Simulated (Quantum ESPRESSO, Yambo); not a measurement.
# Quasiparticle gap of PtSe2 (1T monolayer) in Yambo, part 2 of 3

How does a plane-wave GW calculation on PtSe2 (1T monolayer) run from the first input to the gap?

Quantum ESPRESSO 7.5 and Yambo 5.3.0; PBE and many-body steps on it, plane waves. Known limits of the many-body steps: not at the basis limit; no spin polarisation; d states lean on the start; no spin-orbit coupling.

So far. Step 3 (Ground state): The gap is indirect, with the least direct gap 0.10 eV higher.

## Step 4: Bands along the symmetry lines

Level of this step: DFT, PBE, plane waves, norm-conserving pseudopotentials (Quantum ESPRESSO).

Levels along a band path, at the cheap level, show where the edges lie and whether the meshes to come will hold them.

The input, pw.in:

```
&control
  calculation = 'bands'
  prefix = 'x'
  outdir = 'o'
  pseudo_dir = 'pseudo'
/
&system
  ibrav = 0
  nat = 3
  ntyp = 2
  ecutwfc = 104.0
  nbnd = 39
  force_symmorphic = .true.
/
&electrons
  conv_thr = 1e-9
  electron_maxstep = 80
  diago_full_acc = .true.
  diago_thr_init = 5e-6
/
ATOMIC_SPECIES
  Pt 195.08 Pt.upf
  Se 78.971 Se.upf
CELL_PARAMETERS angstrom
  3.7512087407 -0.0000000002 0.0000000000
  -1.8756043702 3.2486420644 0.0000000000
  0.0000000000 0.0000000000 15.0000000000
ATOMIC_POSITIONS crystal
  Pt 0.0000000000 0.0000000000 0.5000000000
  Se 0.3333333333 0.6666666667 0.5869754156
  Se 0.6666666667 0.3333333333 0.4130245844
K_POINTS crystal
  25
  0.00000000 0.00000000 0.00000000 1
  0.06250000 0.00000000 0.00000000 1
  0.12500000 0.00000000 0.00000000 1
  0.18750000 0.00000000 0.00000000 1
  0.25000000 0.00000000 0.00000000 1
  0.31250000 0.00000000 0.00000000 1
  0.37500000 0.00000000 0.00000000 1
  0.43750000 0.00000000 0.00000000 1
  0.50000000 0.00000000 0.00000000 1
  0.47916667 0.04166667 0.00000000 1
  0.45833333 0.08333333 0.00000000 1
  0.43750000 0.12500000 0.00000000 1
  0.41666666 0.16666666 0.00000000 1
  0.39583333 0.20833333 0.00000000 1
  0.37500000 0.25000000 0.00000000 1
  0.35416666 0.29166666 0.00000000 1
  0.33333333 0.33333333 0.00000000 1
  0.29166666 0.29166666 0.00000000 1
  0.25000000 0.25000000 0.00000000 1
  0.20833333 0.20833333 0.00000000 1
  0.16666666 0.16666666 0.00000000 1
  0.12500000 0.12500000 0.00000000 1
  0.08333333 0.08333333 0.00000000 1
  0.04166667 0.04166667 0.00000000 1
  0.00000000 0.00000000 0.00000000 1
```

Launch:

```bash
> OMP_NUM_THREADS=1 mpirun -n 8 pw.x -nk 8 -in pw.in > pw.out
```

What it wrote:

```text
[banner, memory and clock lines left out]
Program PWSCF v.7.5 starts

     Atomic positions and unit cell read from directory:
     o/x.save/

     Message from routine setup:
     using ibrav=0 with symmetry is DISCOURAGED, use correct ibrav instead

     G-vector sticks info

     bravais-lattice index     =            0
     lattice parameter (alat)  =       7.0888  a.u.
     unit-cell volume          =    1233.5619 (a.u.)^3
     number of atoms/cell      =            3
     number of atomic types    =            2
     number of electrons       =        66.00
     number of Kohn-Sham states=           39
     kinetic-energy cutoff     =     104.0000  Ry
     charge density cutoff     =     416.0000  Ry
     Exchange-correlation= PBE
                           (   1   4   3   4   0   0   0)

     celldm(1)=   7.088757  celldm(2)=   0.000000  celldm(3)=   0.000000
     celldm(4)=   0.000000  celldm(5)=   0.000000  celldm(6)=   0.000000

     crystal axes: (cart. coord. in units of alat)
               a(1) = (   1.000000  -0.000000   0.000000 )
               a(2) = (  -0.500000   0.866025   0.000000 )
               a(3) = (   0.000000   0.000000   3.998711 )

     reciprocal axes: (cart. coord. in units 2 pi/alat)
               b(1) = (  1.000000  0.577350 -0.000000 )
               b(2) = (  0.000000  1.154701 -0.000000 )
               b(3) = ( -0.000000 -0.000000  0.250081 )
     Pseudo is Norm-conserving + core correction, Zval = 18.0
     Generated using ONCVPSP code by D. R. Hamann
     Using radial grid of 1374 points,  8 beta functions with:
     Pseudo is Norm-conserving + core correction, Zval = 24.0
     Generated using ONCVPSP code by D. R. Hamann
     Using radial grid of 1214 points,  6 beta functions with:
     Pt               18.00   195.08000     Pt( 1.00)
     Se               24.00    78.97100     Se( 1.00)

     12 Sym. Ops., with inversion, found

   Cartesian axes

     site n.     atom                  positions (alat units)
         1        Pt     tau(   1) = (   0.0000000   0.0000000   1.9993555  )
         2        Se     tau(   2) = (  -0.0000000   0.5773503   2.3471451  )
         3        Se     tau(   3) = (   0.5000000   0.2886751   1.6515660  )

     number of k points=    25
                       cart. coord. in units 2pi/alat
        k(    1) = (   0.0000000   0.0000000   0.0000000), wk =   0.0800000
        k(    2) = (   0.0625000   0.0360844   0.0000000), wk =   0.0800000
        k(    3) = (   0.1250000   0.0721688   0.0000000), wk =   0.0800000
[...]
[... 13 further rows ...]
        k(   24) = (   0.0416667   0.0721688   0.0000000), wk =   0.0800000
        k(   25) = (   0.0000000   0.0000000   0.0000000), wk =   0.0800000

     Dense  grid:   176333 G-vectors     FFT dimensions: (  48,  48, 192)

     The potential is recalculated from file :
     o/x.save/charge-density

     Starting wfcs are   36 randomized atomic wfcs +    3 random wfcs

     Band Structure Calculation

     End of band structure calculation

          k = 0.0000 0.0000 0.0000 ( 22125 PWs)   bands (ev):

  -207.1274-207.1274-146.6148-146.6148-146.6148-146.6148-146.5688-146.5688
   -97.9356 -52.0851 -52.0851 -52.0080 -46.7891 -46.7891 -46.7876 -46.7876
   -46.7472 -46.7472 -46.7445 -46.7445 -46.7318 -46.7314 -13.3340 -11.5590
    -4.4339  -4.4339  -4.3839  -2.1850  -2.1850  -0.6046   0.0281   0.5605
     0.5605   3.5221   3.5221   4.9117   5.8462   6.0551   6.2039

          k = 0.0625 0.0361 0.0000 ( 22144 PWs)   bands (ev):

  -207.1274-207.1274-146.6148-146.6148-146.6148-146.6148-146.5688-146.5688
[...]
0.5638   3.2298   3.4571   5.0396   5.9320   6.1684   6.4605

          k = 0.1250 0.0722 0.0000 ( 22166 PWs)   bands (ev):

  -207.1274-207.1274-146.6148-146.6148-146.6148-146.6148-146.5688-146.5688
[...]
0.5453   2.6226   3.3100   5.3428   6.1055   6.4906   6.9189

[...]
k = 0.0417 0.0722 0.0000 ( 22163 PWs)   bands (ev):

  -207.1274-207.1274-146.6148-146.6148-146.6148-146.6148-146.5688-146.5688
[...]
0.5641   3.1560   3.4257   5.0791   5.9544   6.2060   6.5397

          k = 0.0000 0.0000 0.0000 ( 22125 PWs)   bands (ev):

  -207.1274-207.1274-146.6148-146.6148-146.6148-146.6148-146.5688-146.5688
[...]
-46.7472 -46.7472 -46.7445 -46.7445 -46.7318 -46.7314 -13.3340 -11.5590
    -4.4339  -4.4339  -4.3839  -2.1850  -2.1850  -0.6046   0.0281   0.5605
     0.5605   3.5221   3.5221   4.9117   5.8462   6.0551   6.2039

     XML data file, pseudopotentials, collected wavefunctions
```

Elapsed: 16 s, on 8 MPI ranks of AMD EPYC 7R43, shared host; peak memory 1.5 GiB; 2.1 min of CPU time.

Numbers from this step:

| Quantity | Value |
| --- | --- |
| gap | 1.408 eV |
| k of the valence top | 0.0417, 0.0417, 0 |
| k of the conduction bottom | 0.25, 0, 0 |
| least direct gap | 1.577 eV |

The gap is 1.408 eV, +0.012 eV from the run before at this level.

The electronic bands at the labelled points (eV, zero at the top of the highest filled band):

| point | band 30 | band 31 | band 32 | band 33 | band 34 | band 35 | band 36 | band 37 |
| --- | --- | --- | --- | --- | --- | --- | --- | --- |
| Γ | -1.17 | -0.54 | 0.00 | 0.00 | 2.96 | 2.96 | 4.35 | 5.28 |
| halfway | -2.14 | -0.55 | -0.35 | -0.17 | 1.41 | 2.56 | 5.44 | 5.67 |
| M | -2.22 | -1.89 | -1.80 | -1.33 | 2.39 | 2.72 | 4.73 | 6.23 |
| halfway | -2.28 | -2.20 | -1.15 | -0.93 | 1.98 | 2.24 | 5.48 | 7.29 |
| K | -2.44 | -2.14 | -0.93 | -0.93 | 1.83 | 1.83 | 6.11 | 8.15 |
| halfway | -2.17 | -0.82 | -0.66 | 0.00 | 1.80 | 1.84 | 5.88 | 6.23 |
| Γ | -1.17 | -0.54 | 0.00 | 0.00 | 2.96 | 2.96 | 4.35 | 5.28 |

## Step 5: Empty states on the mesh, 6×6×1 mesh, 84 bands

The sums over transitions need many empty states on a uniform mesh; this step solves for them.

The input, pw.in:

```
&control
  calculation = 'nscf'
  prefix = 'x'
  outdir = 'o'
  pseudo_dir = 'pseudo'
/
&system
  ibrav = 0
  nat = 3
  ntyp = 2
  ecutwfc = 104.0
  nbnd = 84
  force_symmorphic = .true.
/
&electrons
  conv_thr = 1e-9
  electron_maxstep = 80
  diago_full_acc = .true.
  diago_thr_init = 5e-6
/
ATOMIC_SPECIES
  Pt 195.08 Pt.upf
  Se 78.971 Se.upf
CELL_PARAMETERS angstrom
  3.7512087407 -0.0000000002 0.0000000000
  -1.8756043702 3.2486420644 0.0000000000
  0.0000000000 0.0000000000 15.0000000000
ATOMIC_POSITIONS crystal
  Pt 0.0000000000 0.0000000000 0.5000000000
  Se 0.3333333333 0.6666666667 0.5869754156
  Se 0.6666666667 0.3333333333 0.4130245844
K_POINTS automatic
  6 6 1 0 0 0
```

Launch:

```bash
> OMP_NUM_THREADS=1 mpirun -n 8 pw.x -nk 4 -in pw.in > pw.out
```

What it wrote:

```text
[banner, memory and clock lines left out]
Program PWSCF v.7.5 starts

     Atomic positions and unit cell read from directory:
     o/x.save/

     Message from routine setup:
     using ibrav=0 with symmetry is DISCOURAGED, use correct ibrav instead

     bravais-lattice index     =            0
     lattice parameter (alat)  =       7.0888  a.u.
     unit-cell volume          =    1233.5619 (a.u.)^3
     number of atoms/cell      =            3
     number of atomic types    =            2
     number of electrons       =        66.00
     number of Kohn-Sham states=           84
     kinetic-energy cutoff     =     104.0000  Ry
     charge density cutoff     =     416.0000  Ry
     Exchange-correlation= PBE
                           (   1   4   3   4   0   0   0)

     celldm(1)=   7.088757  celldm(2)=   0.000000  celldm(3)=   0.000000
     celldm(4)=   0.000000  celldm(5)=   0.000000  celldm(6)=   0.000000

     crystal axes: (cart. coord. in units of alat)
               a(1) = (   1.000000  -0.000000   0.000000 )
               a(2) = (  -0.500000   0.866025   0.000000 )
               a(3) = (   0.000000   0.000000   3.998711 )

     reciprocal axes: (cart. coord. in units 2 pi/alat)
               b(1) = (  1.000000  0.577350 -0.000000 )
               b(2) = (  0.000000  1.154701 -0.000000 )
               b(3) = ( -0.000000 -0.000000  0.250081 )
     Pseudo is Norm-conserving + core correction, Zval = 18.0
     Generated using ONCVPSP code by D. R. Hamann
     Using radial grid of 1374 points,  8 beta functions with:
     Pseudo is Norm-conserving + core correction, Zval = 24.0
     Generated using ONCVPSP code by D. R. Hamann
     Using radial grid of 1214 points,  6 beta functions with:
     Pt               18.00   195.08000     Pt( 1.00)
     Se               24.00    78.97100     Se( 1.00)

     12 Sym. Ops., with inversion, found

   Cartesian axes

     site n.     atom                  positions (alat units)
         1        Pt     tau(   1) = (   0.0000000   0.0000000   1.9993555  )
         2        Se     tau(   2) = (  -0.0000000   0.5773503   2.3471451  )
         3        Se     tau(   3) = (   0.5000000   0.2886751   1.6515660  )

     number of k points=     7
                       cart. coord. in units 2pi/alat
        k(    1) = (   0.0000000   0.0000000   0.0000000), wk =   0.0555556
        k(    2) = (   0.0000000   0.1924501   0.0000000), wk =   0.3333333
        k(    3) = (   0.0000000   0.3849002   0.0000000), wk =   0.3333333
        k(    4) = (  -0.0000000  -0.5773503   0.0000000), wk =   0.1666667
        k(    5) = (   0.1666667   0.2886751   0.0000000), wk =   0.3333333
        k(    6) = (   0.1666667   0.4811252   0.0000000), wk =   0.6666667
        k(    7) = (   0.3333333   0.5773503   0.0000000), wk =   0.1111111

     Dense  grid:   176333 G-vectors     FFT dimensions: (  48,  48, 192)

     The potential is recalculated from file :
     o/x.save/charge-density

     Starting wfcs are   36 randomized atomic wfcs +   48 random wfcs

     Band Structure Calculation

     End of band structure calculation

          k = 0.0000 0.0000 0.0000 ( 22125 PWs)   bands (ev):

  -207.1274-207.1274-146.6148-146.6148-146.6148-146.6148-146.5688-146.5688
   -97.9356 -52.0851 -52.0851 -52.0080 -46.7891 -46.7891 -46.7876 -46.7876
   -46.7472 -46.7472 -46.7445 -46.7445 -46.7318 -46.7314 -13.3340 -11.5590
    -4.4339  -4.4339  -4.3839  -2.1850  -2.1850  -0.6046   0.0281   0.5605
[...]
23.8465  23.9268  24.8792  24.8793

          k = 0.0000 0.1925 0.0000 ( 22126 PWs)   bands (ev):

  -207.1274-207.1274-146.6148-146.6148-146.6148-146.6148-146.5688-146.5688
[...]
24.5707  24.7320  24.9187  24.9622

          k = 0.0000 0.3849 0.0000 ( 22140 PWs)   bands (ev):

  -207.1274-207.1274-146.6148-146.6148-146.6148-146.6148-146.5688-146.5688
[...]
19.4754  20.2872  20.8672  20.9243  21.3685  21.7272  22.0648  22.1340
    22.3277  23.0742  23.2370  23.3912  23.7947  23.9118  24.5078  24.5459
    25.5593  25.8582  26.0170  26.2927

          k =-0.0000-0.5774 0.0000 ( 21988 PWs)   bands (ev):

     [... further k-points ...]

     highest occupied, lowest unoccupied level (ev):     0.5608    2.2323

     XML data file, pseudopotentials, collected wavefunctions
```

Elapsed: 13 s, on 8 MPI ranks; peak memory 1.3 GiB; 1.7 min of CPU time.

Numbers from this step:

* gap: 1.671 eV
* k of the valence top: 0.1667, 0.1667, 0
* k of the conduction bottom: 0, 0.1667, 0
* least direct gap: 1.743 eV
* k points computed: 7
* lowest point of the top converged band, above the valence top: 24.32 eV

On this mesh the gap is 1.671 eV. The earlier step found 1.396 eV, so this mesh misses an edge.

## Step 6: Conversion and set-up

This step: Yambo 5.3.0; conversion and set-up on PBE, plane waves, norm-conserving pseudopotentials.

The states are converted to the many-body program's format and the q mesh is built.

Launch:

```bash
> (cd o/x.save; p2y > p2y.log; mv SAVE ../..); yambo > setup.log
```

What it wrote:

```text
 Yambo, version 5.3.0

 [02] CORE Variables Setup
 =========================

  [02.01] Unit cells
  ==================

  Cell kind             :  HCP
  Atoms in the cell     :  Pt  Se
  number of Pt atoms    :  1
  number of Se atoms    :  2

  List of atomic masses
  Mass of Pt    :  195.0800
  Mass of Se    :  78.97100

  List of atomic coordinates    : [cc]
  Pt1       :   0.00000   0.00000  14.17295  order 1
  Se1       : -0.16547E-09   4.0927       16.638      order 2
  Se2       :   3.54438   2.04635  11.70755  order 3

  Alat factors          :   7.08876   6.13904  28.34589 [a.u.]
  Direct lattice volume :   1233.56    [a.u.]
  Direct lattice vectors:  A[ 1 ]  A[ 2 ]  A[ 3 ]
   A[ 1 ]:   1.0000     -0.61564E-10   0.0000      [iru]
    7.0888     -0.37795E-09   0.0000      [cc]
   A[ 2 ]: -0.500000  1.000000  0.000000  [iru]
  -3.544379  6.139044  0.000000  [cc]
   A[ 3 ]:  0.000000  0.000000  1.000000  [iru]
    0.00000   0.00000  28.34589  [cc]

  Recip. lattice volume :  0.201085 [a.u.]
  Recip. lattice vectors:  B[ 1 ]  B[ 2 ]  B[ 3 ]
   B[ 1 ]:  1.000000  0.500000  0.000000  [iku]
   0.886359  0.511740 -0.000000  [cc]
   B[ 2 ]:  0.61564E-10   1.0000       0.0000      [iku]
   0.54568E-10   1.0235      -0.0000      [cc]
   B[ 3 ]:  0.000000  0.000000  1.000000  [iku]
  -0.000000 -0.000000  0.221661  [cc]

  [02.02] Symmetries
  ==================

  Inversion symmetry    : yes
  Spatial inversion     : yes
  Inversion index       :   7
  K-space Time-reversal : no
  Magnetic symmetries   : no
  Group table correct   : yes
  Symmetries units      :  [cc]

   [S  1]:   1.0000      0.50197E-26   0.0000     -0.22030E-18   1.0000       0.0000       0.0000       0.0000       1.0000
   [S  2]:   1.0000     -0.10663E-09   0.0000     -0.92346E-10  -1.0000       0.0000       0.0000       0.0000      -1.0000
   [S  3]: -0.500000  0.866025  0.000000 -0.866025 -0.500000  0.000000  0.000000  0.000000  1.000000
[...]
[S 11]:  0.500000  0.866025  0.000000  0.866025 -0.500000  0.000000  0.000000  0.000000  1.000000
   [S 12]:  0.500000 -0.866025  0.000000 -0.866025 -0.500000  0.000000  0.000000  0.000000  1.000000

  [02.03] Reciprocal space
  ========================

  nG shells         :   7736
  nG charge         :  176333
  nG WFs            :  25883
  nC WFs            :  22140
  G-vecs. in first 80 shells:  [ Number ]
     1    3    5    7    9   15   27   29   41
    53   55   67   79   81   93   99  101  113
   125  137  149  161  163  169  181  193  205
[...]
787   811   823   835   847   871   883   889
  ...
  Shell energy in first 80 shells:  [ mHa ]
[...]
4543.85      4550.69      4551.71      4675.55      4713.80      4738.36      4812.06      4815.10      4870.06
    4934.90      5067.61      5106.87      5108.89      5238.56      5327.97      5338.86      5527.54      5598.20
[...]
K/Q-points units:
  rlu = crystal or reduced units; cc = cartesian coordinates; iku = interal k-units

  K [1]          [rlu]:  0.000000  0.000000  0.000000
         WF components:  22125
  K [2]          [rlu]: -0.65424E-26  0.16667       0.0000
         WF components:  22126
  K [3]          [rlu]: -0.13085E-25  0.33333       0.0000
         WF components:  22140
  K [4]          [rlu]:  0.16396E-25 -0.50000       0.0000
         WF components:  21988
  K [5]          [rlu]:  0.166667  0.166667  0.000000
         WF components:  22093
  K [6]          [rlu]:  0.166667  0.333333  0.000000
         WF components:  22052
  K [7]          [rlu]:  0.333333  0.333333  0.000000
         WF components:  22038

  [02.05] Energies & Occupations
  ==============================

  [X] === General ===
  [X] Electronic Temperature                        :  0.000000  0.000000 [eV K]
  [X] Bosonic    Temperature                        :  0.000000  0.000000 [eV K]
  [X] Finite Temperature mode                       : no
  [X] El. density                                   :  0.36106E+24 [cm-3]
  [X] Fermi Level                                   :  0.560801 [eV]

  [X] === Gaps and Widths ===
  [X] Conduction Band Min                           :  1.671470 [eV]
  [X] Valence Band Max                              :  0.000000 [eV]
  [X] Filled Bands                                  :   33
  [X] Empty Bands                                   :   34   84
  [X] Direct Gap                                    :  1.742775 [eV]
  [X] Direct Gap localized at k                     :  2
  [X] Indirect Gap                                  :  1.671470 [eV]
  [X] Indirect Gap between kpts                     :   5   2
  [X] Last valence band width                       :  1.322094 [eV]
  [X] 1st conduction band width                     :  1.289815 [eV]

  E @ K [1]:  [eV]
  -207.6882 -207.6882 -147.1756 -147.1756 -147.1756 -147.1756 -147.1296 -147.1295
[...]
occ @ K [1]
[...]
E @ K [2]:  [eV]
[...]
occ @ K [2]
[...]
E @ K [3]:  [eV]
[...]
occ @ K [3]
[...]
E @ K [4]:  [eV]
[...]
occ @ K [4]
[...]
E @ K [5]:  [eV]
[...]
occ @ K [5]
[...]
E @ K [6]:  [eV]
[...]
occ @ K [6]
[...]
E @ K [7]:  [eV]
[...]
occ @ K [7]
[...]
0.000000  0.000000  0.000000  0.000000  0.000000  0.000000  0.000000  0.000000
   0.000000  0.000000  0.000000  0.000000  0.000000  0.000000  0.000000  0.000000

 [03] Transferred momenta grid and indexing
 ==========================================

 IBZ Q-points                                      :   7
 BZ  Q-points                                      :   36

 K/Q-points units:
 rlu = crystal or reduced units; cc = cartesian coordinates; iku = interal k-units

 Q [1]          [rlu]:  0.000000  0.000000  0.000000
 Q [2]          [rlu]: -0.42396E-19  0.16667       0.0000
 Q [3]          [rlu]: -0.84793E-19  0.33333       0.0000
 Q [4]          [rlu]:  0.12719E-18 -0.50000       0.0000
 Q [5]          [rlu]:  0.166667  0.166667  0.000000
 Q [6]          [rlu]:  0.166667  0.333333  0.000000
 Q [7]          [rlu]:  0.333333  0.333333  0.000000

  [03.01] X indexes
  =================

   [03.01.01] Sigma indexes
   ========================

 [06] Game Over & Game summary
```

Wall time 5.3 s (1 MPI rank); peak memory 0.27 GiB.

[end of part 2 of 3]

[Paths, hosts, dates, memory and timing lines, banners, echoed tables and standing remarks are left out of the program output.]

[Logs are printed without paths, hosts, clocks, repeated set-up lines and the standing remarks that a program may print on its own settings, such as how far it seeks lower states.]

[Runs of the session that timed out or met a known fault of the program may be left out.]

[Hosts, paths, dates, database ids (printed as entryN), source tags and the programs' standing remarks are cut or masked in the printed files.]
